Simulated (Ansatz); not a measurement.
# Which magnetic ion is it?

A crystal has the composition MCl2O, where M is a 3d element. A calculation (PBE+U, spin-orbit coupling in second variation, Ansatz) gives:

```
S                    : 1/2
g                    : 1.9487, 1.9513, 1.9629
moment in its sphere : 0.86 μB
```

Q: Name the magnetic ion and its oxidation state.

The crystal is VCl2O, space group Immm. The spin sits on V, with 2 O + 4 Cl at 1.82 to 2.42 Å round it. With the usual charges of the other elements M must be +4. The high-spin ion of that charge with S = 1/2 in this row is V⁴⁺ d¹. Low-spin ions are left aside. The shift is negative: in a shell less than half full the orbital moment opposes the spin.

[Logs are printed without paths, hosts, clocks, repeated set-up lines and the standing remarks that a program may print on its own settings, such as how far it seeks lower states.]

[Hosts, paths, dates, database ids (printed as entryN), source tags and the programs' standing remarks are cut or masked in the printed files.]
